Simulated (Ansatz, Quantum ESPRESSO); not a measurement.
# HfO2 [001], tetragonal: pulling along c

The c axis is held at a set length while the cell relaxes sideways. How do the lateral strain and the stress follow? The strained cell has c along the load; unstrained it is a = 3.5674 Å, b = 3.5674 Å, c = 5.1662 Å, α = 90.00°, β = 90.00°, γ = 90.00°, with 6 atoms. The symmetry of the cell is held, so distortions that would lower it, which this phase may prefer, aren't tested.

Calculated with Ansatz 0.2.0, PBEsol, PAW files of the set soft_1, cutoff 600 eV, Fermi–Dirac smearing 0.02 eV, k-mesh 8×8×6, no spin polarisation, no spin-orbit coupling.

Relaxed positions at 0 %:

```csv
atom,x,y,z
Hf,0.0000,0.0000,0.0000
Hf,0.5000,0.5000,0.5000
O,0.0000,0.5000,0.2002
O,0.0000,0.5000,0.7002
O,0.5000,0.0000,0.2998
O,0.5000,0.0000,0.7998
```

| ε_c (%) | a (Å) | c (Å) | ε_a (%) | σ (GPa, tension positive) |
| --- | --- | --- | --- | --- |
| −3 | 3.5809 | 5.0112 | 0.378 | −10.65 |
| −2 | 3.5763 | 5.0629 | 0.249 | −6.77 |
| −1 | 3.5717 | 5.1145 | 0.121 | −3.21 |
| 0 | 3.5674 | 5.1662 | 0.000 | 0.00 |
| 1 | 3.5633 | 5.2178 | −0.115 | 2.88 |
| 3 | 3.5558 | 5.3212 | −0.326 | 7.72 |

**Question.** Fit both responses and give the free strain and the stress at +2 %, a row left out above.

Least squares with y = y0 + y1 ε + y2 ε² (ε in %) gives ε_a = 0.000 + (−0.1176) ε + (0.0029) ε² and σ = 0.00 + (3.060) ε + (−0.163) ε² GPa. The linear terms put the ratio of free to applied strain at −0.118 and the Young modulus at 306 GPa.

At +2 % the free strain comes out as −0.223 %. The run itself gives −0.224 %, so the estimate misses by 0.001 %, a rounding's worth.

The stress comes out as 5.47 GPa. The run itself gives 5.44 GPa, so the estimate misses by 0.03 GPa; the fitted rows themselves lie up to 0.02 GPa off the law.

The negative ε² term means that the crystal stiffens in compression and softens in tension.

The same fit over all rows at other levels or in other programs gives the strain ratio = −0.111 with PBEsol (Quantum ESPRESSO, GBRV) and −0.110 with PBEsol (Quantum ESPRESSO, PseudoDojo).

[Logs are printed without paths, hosts, clocks, repeated set-up lines and the standing remarks that a program may print on its own settings, such as how far it seeks lower states.]
